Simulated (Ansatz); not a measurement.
# AlCl2F, from a guessed structure to a relaxed one

This structure for AlCl2F is made up. Its elements were placed in a known structure type with a cell scaled to their sizes. What cell does the guess relax to, and how far off was it?

Main program and level: Ansatz 0.2.0; DFT, r2SCAN, plane-wave PAW, files of the set soft_1, scalar-relativistic, no spin, cell and ions relaxed at zero pressure; PAW set soft_1.

**1. The starting structure**

It takes space group C2/m (No. 12, monoclinic). The conventional cell has a = 5.556 Å, b = 9.471 Å, c = 5.566 Å, α = 90.00°, β = 108.50°, γ = 90.00°. Nearest to Cl lie 2 Al at 2.17 to 2.20 Å. Nearest to Al lie 2 F at 2.12 Å and 4 Cl at 2.17 to 2.20 Å. Nearest to F lie 2 Al at 2.12 Å. Farther neighbours and most contacts between anions are not listed.

**2. Relaxing cell and atoms**

The guessed cell has no reason to be at equilibrium. It is relaxed with the atoms, within the space group of the guess.

input.yaml reads:

```yaml
crystal:
  lattice:
    - [2.778, -4.7355, 0.0]
    - [2.778, 4.7355, 0.0]
    - [-1.766117718, 0.0, 5.278369465]
  atoms:
    - { symbol: Cl, position: [0.4227, 0.0855, 0.7731] }
    - { symbol: Cl, position: [0.9145, 0.5773, 0.2269] }
    - { symbol: Cl, position: [0.5773, 0.9145, 0.2269] }
    - { symbol: Cl, position: [0.0855, 0.4227, 0.7731] }
    - { symbol: Al, position: [0.1651, 0.8349, 0.0] }
    - { symbol: Al, position: [0.8349, 0.1651, 0.0] }
    - { symbol: F, position: [0.7831, 0.7831, 0.7769] }
    - { symbol: F, position: [0.2169, 0.2169, 0.2231] }
kpoints:
  mp_grid: { grid: [6, 6, 5] }
scf:
  occupations: { method: fermi_dirac, width: 0.05 }
hamiltonian:
  xc: r2scan
  pseudopotentials: { kind: paw, azcp: { folder: soft_1 } }
relax:
  f_tol: 0.015
  max_steps: 70
  cell: {}
output:
  forces: true
  stress: true
```

Command:

```sh
> ansatz run input.yaml --threads 4 --pin off --max-ram 10240MiB --backend cpu --events-out ev --progress --plain --runs-dir out
```

Numbers of over 12 decimals in the logs are rounded to 6 here.

Log:

```text
Engine: ansatz 0.2.0, x86_64-unknown-linux-gnu
Pseudopotentials: kind: paw
Pseudopotential: Cl, paw, valence charge 7, recommended cutoff 500 eV (meta_gga), soft_1/Cl.paw.azcp
Pseudopotential: Al, paw, valence charge 3, recommended cutoff 500 eV (meta_gga), soft_1/Al.paw.azcp
Pseudopotential: F, paw, valence charge 7, recommended cutoff 500 eV (meta_gga), soft_1/F.paw.azcp
Functional definition: r2SCAN
  parameter k0 = 0.174
  parameter k1 = 0.065
  parameter a1 = 4.9479
  exchange = r2scan_x(k0 = k0, k1 = k1, a1 = a1)
  correlation = r2scan_c
Crystal: 8 atoms, lattice volume = 138.876 Å³
Basis set: ecut = 500 eV, 3501 PW (Γ), exchange–correlation on 180×180×180 points (64 copies of the dense FFT grid, shifted against one another)
Bands: 32, of which v1, the nominal top of the filled ones, is band 24 counted from 1 (23 counted from 0)
Symmetry: 4 space group operations
Space group: C2/m (ITA 12), of the structure as read, at distance tolerance 5.2e-5 Å
k-points: 55 of 180
Non-local potential: Cl, projectors of the file, l = 0: 2, l = 1: 2, l = 2: 1
Non-local potential: Al, projectors of the file, l = 0: 2, l = 1: 2, l = 2: 1
Non-local potential: F, projectors of the file, l = 0: 2, l = 1: 2, l = 2: 1
PAW form: soft (Blöchl's): semilocal exchange-correlation on the pseudo side does not see the compensation charge
PAW frozen core: Cl, regenerated for the run's functional (the file was generated under x = pbe(κ = 0.804, μ = 0.219515), c = pbe(β = 0.066725))
PAW frozen core: Al, regenerated for the run's functional (the file was generated under x = pbe(κ = 0.804, μ = 0.219515), c = pbe(β = 0.066725))
PAW frozen core: F, regenerated for the run's functional (the file was generated under x = pbe(κ = 0.804, μ = 0.219515), c = pbe(β = 0.066725))
PAW one-centre angular grid: Cl, 302 points (default); XC on 160 Gauss nodes
PAW one-centre angular grid: Al, 302 points (default); XC on 160 Gauss nodes
PAW one-centre angular grid: F, 302 points (default); XC on 160 Gauss nodes
Initial density: superposition of atomic densities (chi_scale 0.1, normalization cell, long waves kept (reshape's long-wave potential 0.07 eV rms))
Initial wavefunctions: pseudopotential atomic-orbital guess
Functional: x = r2scan, c = r2scan; τ floored in thin density (d = 2e-4 eV/Å³)
SCF iter   1: F=—  HF=-7046.794998 eV  |F-HF|=—  |Δ(HF+E_count)|=         —  Δρ=6.02e-2  dr2=5.50e0  dr2_τ=2.38e-1  ethr=3.10e-3  ⟨swp⟩=10.4  Hψ=11630  notcnv=0  defer=8
preconditioner: auto → Resta (q_TF=auto, 2.286 Å⁻¹)  ε∞=3.1  [insulator: Δε(μ)=6.146 eV  Ē_g=14.969 eV  σ=0.050 eV  W_gap=1.00  n_scr=20 (ndim 8)  ℏωp=21.8 eV  f_vac=0.025  D(μ)=0.00/eV (n_scr^D=0)  ε∞_Penn≈3.1]
SCF iter   2: F=—  HF=-7045.880176 eV  |F-HF|=—  |Δ(HF+E_count)|=   9.15e-1  Δρ=2.60e-2  dr2=1.00e0  dr2_τ=6.35e-2  ethr=3.10e-3  ⟨swp⟩=3.1  Hψ=4114  notcnv=0  defer=147
SCF iter   3: F=—  HF=-7045.731525 eV  |F-HF|=—  |Δ(HF+E_count)|=   1.49e-1  Δρ=1.24e-2  dr2=1.87e-1  dr2_τ=1.30e-2  ethr=2.09e-3  ⟨swp⟩=2.9  Hψ=3462  notcnv=0  defer=130
automatic band count: iteration 3 solves 31 bands in place of 32: the levels show a gap, and the empty bands left out lie too high to hold charge; the band table lists the bands solved (type scf.n_extra_bands for more)
SCF iter   4: F=—  HF=-7045.711288 eV  |F-HF|=—  |Δ(HF+E_count)|=   2.02e-2  Δρ=3.68e-3  dr2=1.57e-2  dr2_τ=6.77e-4  ethr=3.89e-4  ⟨swp⟩=3.2  Hψ=2916  notcnv=0  defer=75
automatic band count: iteration 4 solves 30 bands in place of 31: the levels show a gap, and the empty bands left out lie too high to hold charge; the band table lists the bands solved (type scf.n_extra_bands for more)
SCF iter   5: F=—  HF=-7045.711138 eV  |F-HF|=—  |Δ(HF+E_count)|=   1.50e-4  Δρ=5.07e-4  dr2=3.49e-4  dr2_τ=2.38e-5  ethr=3.27e-5  ⟨swp⟩=2.3  Hψ=3358  notcnv=0  defer=87
SCF iter   6: F=—  HF=-7045.711371 eV  |F-HF|=—  |Δ(HF+E_count)|=   2.33e-4  Δρ=1.66e-4  dr2=3.51e-5  dr2_τ=3.11e-6  ethr=7.28e-7  ⟨swp⟩=2.3  Hψ=2874  notcnv=0  defer=34
automatic band count: iteration 6 solves 29 bands in place of 30: the levels show a gap, and the empty bands left out lie too high to hold charge; the band table lists the bands solved (type scf.n_extra_bands for more)
SCF iter   7: F=—  HF=-7045.711402 eV  |F-HF|=—  |Δ(HF+E_count)|=   3.14e-5  Δρ=4.05e-5  dr2=2.62e-6  dr2_τ=1.29e-7  ethr=7.32e-8  ⟨swp⟩=2.6  Hψ=3037  notcnv=0  defer=34
SCF iter   8: F=—  HF=-7045.711404 eV  |F-HF|=—  |Δ(HF+E_count)|=   1.87e-6  Δρ=8.52e-6  dr2=1.04e-7  dr2_τ=6.51e-9  ethr=5.47e-9  ⟨swp⟩=2.0  Hψ=2716  notcnv=0  defer=34
SCF iter   9: F=-7045.711404 eV  HF=-7045.711404 eV  |F-HF|=2.12e-9  |Δ(HF+E_count)|=   7.02e-8  Δρ=2.86e-6  dr2=7.98e-9  dr2_τ=3.56e-10  ethr=2.08e-10  ⟨swp⟩=4.9  Hψ=6003  notcnv=0
SCF 1 converged in 9 iterations: F = -7045.711404 eV  dr2 = 7.98e-9
  greatest PAW one-centre occupation: 0.931 electrons in one spin orbital (limit 2), on the F atom at site 7 (counted from 0), in its partial waves of l = 0
relax step   1: F+E_penalty+E_count = -7045.71140437 eV  Δ(F+E_penalty+E_count) = +0.000e0 eV  max|allowed force component| = 2.716e0 eV/Å  Δτ_max = 0.0000 Å  P = +4.415 GPa  Ω = 138.876 Å³  (9 SCF iters, dr2 threshold 1.00e-7 eV, accepted)
Crystal: 8 atoms, lattice volume = 143.275 Å³
Basis set: ecut = 500 eV, 3611 PW (Γ), exchange–correlation on 180×180×180 points (64 copies of the dense FFT grid, shifted against one another)
Initial density: handed on by an earlier stage of this run
Initial wavefunctions: those handed on with the density
iter 1 solved again at ethr=3.63e-4 eV; its pass at ethr=3.10e-3 eV (dr2=1.74e-1 eV) is discarded
SCF iter   1: F=—  HF=-7046.622806 eV  |F-HF|=—  |Δ(HF+E_count)|=         —  Δρ=1.81e-2  dr2=1.87e-1  dr2_τ=3.96e0  ethr=3.63e-4  ⟨swp⟩=1.3  Hψ=9713  notcnv=0
automatic band count: iteration 1 solves 28 bands in place of 32: the levels show a gap, and the empty bands left out lie too high to hold charge; the band table lists the bands solved (type scf.n_extra_bands for more)
preconditioner: auto → Resta (q_TF=auto, 2.274 Å⁻¹)  ε∞=3.6  [insulator: Δε(μ)=6.116 eV  Ē_g=12.766 eV  σ=0.050 eV  W_gap=1.00  n_scr=22 (ndim 8)  ℏωp=20.6 eV  f_vac=0.066  D(μ)=0.00/eV (n_scr^D=0)  ε∞_Penn≈3.6]
SCF iter   2: F=—  HF=-7046.936643 eV  |F-HF|=—  |Δ(HF+E_count)|=   3.14e-1  Δρ=7.81e-3  dr2=3.97e-2  dr2_τ=5.88e-3  ethr=3.63e-4  ⟨swp⟩=3.8  Hψ=3364  notcnv=0
SCF iter   3: F=—  HF=-7046.939507 eV  |F-HF|=—  |Δ(HF+E_count)|=   2.86e-3  Δρ=3.22e-3  dr2=5.78e-3  dr2_τ=9.84e-4  ethr=8.28e-5  ⟨swp⟩=2.1  Hψ=3086  notcnv=0
[...]
relax step   3: F+E_penalty+E_count = -7047.61858107 eV  Δ(F+E_penalty+E_count) = -6.785e-1 eV  max|allowed force component| = 1.286e0 eV/Å  Δτ_max = 0.1948 Å  P = +4.311 GPa  Ω = 145.914 Å³  energy of the carried Pulay correction = -1.404e-3 eV  (7 SCF iters, dr2 threshold 8.00e-7 eV, accepted)
[... from here on, the SCF cycles and remarks between the steps are left out ...]
relax step   4: F+E_penalty+E_count = -7047.85071093 eV  Δ(F+E_penalty+E_count) = -2.321e-1 eV  max|allowed force component| = 3.729e-1 eV/Å  Δτ_max = 0.0693 Å  P = +0.306 GPa  Ω = 157.599 Å³  energy of the carried Pulay correction = -3.502e-3 eV  (7 SCF iters, dr2 threshold 8.00e-7 eV, accepted)
relax step   5: F+E_penalty+E_count = -7047.89471871 eV  Δ(F+E_penalty+E_count) = -4.401e-2 eV  max|allowed force component| = 1.624e-1 eV/Å  Δτ_max = 0.0425 Å  P = +0.130 GPa  Ω = 162.616 Å³  energy of the carried Pulay correction = -4.325e-3 eV  (6 SCF iters, dr2 threshold 8.00e-7 eV, accepted)
relax step   6: F+E_penalty+E_count = -7047.90091812 eV  Δ(F+E_penalty+E_count) = -6.199e-3 eV  max|allowed force component| = 8.857e-2 eV/Å  Δτ_max = 0.0234 Å  P = +0.061 GPa  Ω = 165.727 Å³  energy of the carried Pulay correction = -4.814e-3 eV  (6 SCF iters, dr2 threshold 8.00e-7 eV, accepted)
relax step   7: F+E_penalty+E_count = -7047.90271523 eV  Δ(F+E_penalty+E_count) = -1.797e-3 eV  max|allowed force component| = 1.798e-2 eV/Å  Δτ_max = 0.0106 Å  P = -0.045 GPa  Ω = 166.453 Å³  energy of the carried Pulay correction = -4.926e-3 eV  (6 SCF iters, dr2 threshold 4.90e-7 eV, accepted)
relax step   8: F+E_penalty+E_count = -7047.90285499 eV  Δ(F+E_penalty+E_count) = -1.398e-4 eV  max|allowed force component| = 1.973e-2 eV/Å  Δτ_max = 0.0127 Å  P = -0.015 GPa  Ω = 166.314 Å³  energy of the carried Pulay correction = -4.905e-3 eV  (6 SCF iters, dr2 threshold 4.63e-8 eV, accepted)
relax step   9: F+E_penalty+E_count = -7047.90306225 eV  Δ(F+E_penalty+E_count) = -2.073e-4 eV  max|allowed force component| = 5.227e-3 eV/Å  Δτ_max = 0.0077 Å  P = +0.014 GPa  Ω = 166.300 Å³  energy of the carried Pulay correction = -4.903e-3 eV  (5 SCF iters, dr2 threshold 2.43e-8 eV, accepted)
relax step  10: F+E_penalty+E_count = -7047.91010565 eV  Δ(F+E_penalty+E_count) = -7.043e-3 eV  max|allowed force component| = 6.260e-3 eV/Å  Δτ_max = 0.0000 Å  P = +0.059 GPa  Ω = 166.300 Å³  stress off target by 9.31e-2 GPa  SCF on the basis re-selected at this cell (its energy is not comparable with the rows above)  (6 SCF iters)
relax step  11: F+E_penalty+E_count = -7047.91041171 eV  Δ(F+E_penalty+E_count) = -3.061e-4 eV  max|allowed force component| = 2.683e-3 eV/Å  Δτ_max = 0.0075 Å  P = +0.010 GPa  Ω = 167.491 Å³  energy of the carried Pulay correction = -2.773e-4 eV  (6 SCF iters, dr2 threshold 2.17e-8 eV, accepted)
relax step  12: F+E_penalty+E_count = -7047.91036524 eV  Δ(F+E_penalty+E_count) = +4.647e-5 eV  max|allowed force component| = 2.200e-3 eV/Å  Δτ_max = 0.0057 Å  P = +0.010 GPa  Ω = 168.330 Å³  energy of the carried Pulay correction = -4.723e-4 eV  (8 SCF iters, accepted)
iter 1 solved again at ethr=5.87e-6 eV; its pass at ethr=3.10e-3 eV (dr2=2.82e-3 eV) is discarded
SCF iter   1: F=—  HF=-7047.910766 eV  |F-HF|=—  |Δ(HF+E_count)|=         —  Δρ=3.86e-5  dr2=2.32e-7  dr2_τ=7.45e-7  ethr=5.87e-6  ⟨swp⟩=3.1  Hψ=15426  notcnv=0
eigensolver tolerance schedule: the retry pair's looser diagonalisation over-reported the residual by 12148.54 of it (diagonalisation noise at an unbounded share of the residual, at the tolerance the schedule requests for it); recorded, not acted on — ethr = c·dr2/N_el stays at c = 1.0e-1
preconditioner: auto → Resta (q_TF=auto, 2.213 Å⁻¹)  ε∞=2.9  [insulator: Δε(μ)=6.380 eV  Ē_g=13.902 eV  σ=0.050 eV  W_gap=1.00  n_scr=28 (ndim 8)  ℏωp=19.0 eV  f_vac=0.165  D(μ)=0.00/eV (n_scr^D=0)  ε∞_Penn≈2.9]
SCF iter   2: F=—  HF=-7047.910820 eV  |F-HF|=—  |Δ(HF+E_count)|=   5.33e-5  Δρ=1.87e-5  dr2=7.44e-8  dr2_τ=1.68e-7  ethr=4.83e-10  ⟨swp⟩=3.9  Hψ=4670  notcnv=0
SCF iter   3: F=—  HF=-7047.910820 eV  |F-HF|=—  |Δ(HF+E_count)|=   2.02e-7  Δρ=8.18e-6  dr2=9.34e-9  dr2_τ=3.13e-8  ethr=1.55e-10  ⟨swp⟩=2.0  Hψ=2869  notcnv=0
SCF iter   4: F=—  HF=-7047.910820 eV  |F-HF|=—  |Δ(HF+E_count)|=   4.30e-8  Δρ=8.30e-7  dr2=6.71e-10  dr2_τ=1.41e-10  ethr=1.95e-11  ⟨swp⟩=2.0  Hψ=3036  notcnv=0
SCF iter   5: F=-7047.910820 eV  HF=-7047.910820 eV  |F-HF|=2.18e-11  |Δ(HF+E_count)|=  7.82e-11  Δρ=3.02e-7  dr2=7.75e-11  dr2_τ=9.99e-12  ethr=1.00e-12  ⟨swp⟩=4.0  Hψ=7739  notcnv=0
SCF 13 converged in 5 iterations: F = -7047.910820 eV  dr2 = 7.75e-11
relax step  13: F+E_penalty+E_count = -7047.91081988 eV  Δ(F+E_penalty+E_count) = -4.546e-4 eV  max|allowed force component| = 2.186e-3 eV/Å  Δτ_max = 0.0000 Å  P = +0.008 GPa  Ω = 168.330 Å³  stress off target by 1.61e-2 GPa  SCF on the basis re-selected at this cell (its energy is not comparable with the rows above)  (5 SCF iters)
basis re-selected at this cell: Δ(F+E_penalty+E_count) = -4.546e-4 eV, ΔP = -0.002 GPa vs the last step (what re-selecting the basis moved, of the pressure what is left beyond the Pulay correction that the steps carried, after the strain that the cell walked since its last selection, with what the two solves' SCF thresholds leave and, on support functions, any second-order correction that the steps lacked; it is no m [...]
SCF converged after 5 iterations
Free energy (F): -7047.910820 eV
Harris-Foulkes:  -7047.910820 eV  (|F-HF|=2.18e-11)
Internal energy: -7047.910820 eV  (E = F + TS)
E sigma→0 (E₀):  -7047.910820 eV
Fermi energy:    3.790039 eV
--- Per-component energies (eV) ---
  E_band       = -281.561849
  E_kinetic    = 1065.124334
  E_local      = -2954.096093  (includes V_loc(G=0)·N_el)
  E_nonlocal   = 313.370648
  E_hartree    = 1109.863662
  E_xc         = -640.627605
  E_vxc        = -803.148289  (∫ρ·V_xc dr)
  E_paw        = -4033.499840  (= ΣΔE_a)
  E_vpaw       = -168.844436  (= ΣTr[D̂ρ^β])
  E_aug_tail   = 0.000650  (compensation charges beyond the density's cutoff)
  E_vtau       = 46.303821  (kinetic-family band-sum trace: ∫τ·v_τ [+ j·A + Jᵃ·Aᵃ] dr)
  E_ewald      = -1907.317949
  E_core_change = -0.728626  (= ΣΔE_core)
  E_smearing   = -0.000000  (= −TS)
  E_closure    = -0.000000  (closes the sum)
  Σ components = -7047.910820   (vs F -7047.910820, Δ=0.00e0)
--- Forces (eV/Å), atoms counted from 1 ---
  atom   1  Cl    -0.00012291     0.00176983    -0.00218551
  atom   2  Cl     0.00012291     0.00176983     0.00218551
  atom   3  Cl     0.00012291    -0.00176983     0.00218551
  atom   4  Cl    -0.00012291    -0.00176983    -0.00218551
  atom   5  Al    -0.00000000     0.00167604     0.00000000
  atom   6  Al     0.00000000    -0.00167604     0.00000000
  atom   7  F      0.00006710     0.00000000    -0.00049079
  atom   8  F     -0.00006710    -0.00000000     0.00049079
  max |Σ_I F_I| component: 0.00e0 eV/Å
--- Stress (GPa, compression-positive) ---
        0.001558       0.000000      -0.000510
        0.000000       0.006581      -0.000000
       -0.000516      -0.000000       0.016078
  P = ⅓ Tr σ = 0.0081 GPa (0.081 kbar)
--- Relaxed structure (11 steps of the walk, 11 accepted, 2 SCFs on fresh bases) ---
  F+E_penalty+E_count = -7047.91081988 eV   max|allowed force component| = 2.186e-3 eV/Å   (the final SCF, on the basis selected at the relaxed cell)
  cell:  # Å, volume = 168.3301 Å³
    - [2.962581, -4.623269, 0.000865825]
    - [2.962581, 4.623269, 0.000865825]
    - [-1.881820, 1.9227891695147705e-16, 6.144317]
  atoms:
    - { symbol: Cl, position: [0.424783, 0.066129, 0.779194] }
    - { symbol: Cl, position: [0.933871, 0.575217, 0.220806] }
    - { symbol: Cl, position: [0.575217, 0.933871, 0.220806] }
    - { symbol: Cl, position: [0.066129, 0.424783, 0.779194] }
    - { symbol: Al, position: [0.156484, 0.843516, -1.6263032587282567e-19] }
    - { symbol: Al, position: [0.843516, 0.156484, -1.6263032587282567e-19] }
    - { symbol: F, position: [0.844120, 0.844120, 0.845946] }
    - { symbol: F, position: [0.155880, 0.155880, 0.154054] }
```

It took 29 s on 4 threads of AMD EPYC 9B45 (Zen 5), shared host; peak memory 1.1 GiB.

Relaxation path:

| step | energy less that of the first step (eV) | largest force component (eV/Å) | pressure (GPa) | volume (Å³) |
| --- | --- | --- | --- | --- |
| 1 | 0.0000 | 2.7165 | 4.41 | 138.88 |
| 2 | -1.2287 | 2.5404 | 1.00 | 143.27 |
| 3 | -1.9072 | 1.2861 | 4.31 | 145.91 |
| 4 | -2.1393 | 0.3729 | 0.31 | 157.60 |
| 5 | -2.1833 | 0.1624 | 0.13 | 162.62 |
| 6 | -2.1895 | 0.0886 | 0.06 | 165.73 |
| 7 | -2.1913 | 0.0180 | -0.04 | 166.45 |
| 8 | -2.1915 | 0.0197 | -0.02 | 166.31 |
| 9 | -2.1917 | 0.0052 | 0.01 | 166.30 |
| 10* | -2.1987 | 0.0063 | 0.06 | 166.30 |
| 11 | -2.1990 | 0.0027 | 0.01 | 167.49 |
| 12 | -2.1990 | 0.0022 | 0.01 | 168.33 |
| 13* | -2.1994 | 0.0022 | 0.01 | 168.33 |

Relaxation steps marked * repeat the geometry before them on a plane-wave basis chosen anew for their cell, so energy and pressure can jump there.

Forces are held to the 4 operations that the run works with; a distortion that breaks them can't arise in this run.

| cell as run | before | after | change |
| --- | --- | --- | --- |
| a (Å) | 5.490 | 5.491 | +0.0 % |
| b (Å) | 5.490 | 5.491 | +0.0 % |
| c (Å) | 5.566 | 6.426 | +15.5 % |
| α (°) | 99.24 | 99.08 | -0.2 % |
| β (°) | 99.24 | 99.08 | -0.2 % |
| γ (°) | 119.21 | 114.70 | -3.8 % |
| volume (Å³/atom) | 17.36 | 21.04 | +21.2 % |

The atoms that moved most (Å, as changes of fractional coordinates times the final cell):

| atom | dx | dy | dz | length |
| --- | --- | --- | --- | --- |
| F8 | -0.232 | 0.000 | -0.424 | 0.483 |
| F7 | 0.232 | 0.000 | 0.424 | 0.483 |
| Cl4 | -0.063 | 0.099 | 0.037 | 0.123 |
| Cl1 | -0.063 | -0.099 | 0.037 | 0.123 |
| Cl2 | 0.063 | -0.099 | -0.037 | 0.123 |
| Cl3 | 0.063 | 0.099 | -0.037 | 0.123 |
| Al5 | 0.000 | 0.080 | 0.000 | 0.080 |
| Al6 | 0.000 | -0.080 | 0.000 | 0.080 |

Final coordinates:

```xyz
8
Lattice="2.9626 -4.6233 0.0009 2.9626 4.6233 0.0009 -1.8818 0.0000 6.1443" Properties=species:S:1:pos:R:3 pbc="T T T"
Cl   -0.0119   -1.6582    4.7880
Cl    4.0553   -1.6582    1.3580
Cl    4.0553    1.6582    1.3580
Cl   -0.0119    1.6582    4.7880
Al    2.9626    3.1763    0.0009
Al    2.9626   -3.1763    0.0009
F     3.4096    0.0000    5.1992
F     0.6337    0.0000    0.9468
```

Numbers from this step:

```yaml
free_energy: -7047.9108 eV
fermi_energy: 3.790 eV
gap_by_band_count: 6.380 eV
electrons: 48
symmetry_operations: 4
pressure: 0.008072 GPa
```

The shortest distance of each pair, which need not be the same contact before and after:

| pair | guess (Å) | relaxed (Å) |
| --- | --- | --- |
| Al–F | 2.119 | 1.842 |
| F–F | 2.860 | 2.279 |
| Al–Cl | 2.173 | 2.311 |
| Al–Al | 3.127 | 2.894 |
| Cl–F | 3.032 | 3.028 |

The relaxation ends with a largest force component of 0.0022 eV/Å and a pressure of 0.01 GPa.

**3. Summary of results**

```
space group, relaxed : C2/m
conventional cell    : a = 5.925, b = 9.247, c = 6.426 Å; α = 90.0°, β = 107.0°, γ = 90.0°
volume per atom      : 21.04 Å³ (guess 17.36)
```

What this shows: AlCl2F relaxes to C2/m with a = 5.925, b = 9.247 and c = 6.426 Å. The guessed volume was 17 % too small. The space group C2/m was held in the relaxation, so the end point is a stationary structure within it and may be a saddle against distortions or other arrangements. Mesh and cutoff weren't tested. A vector of the cell changed its length by 15 %, more than the volume shows. No dispersion term is used, so weakly bound directions may come out too long. Nothing here tests whether the compound is stable against decomposition.

[Logs are printed without paths, hosts, clocks, repeated set-up lines and the standing remarks that a program may print on its own settings, such as how far it seeks lower states.]

[Hosts, paths, dates, database ids (printed as entryN), source tags and the programs' standing remarks are cut or masked in the printed files.]
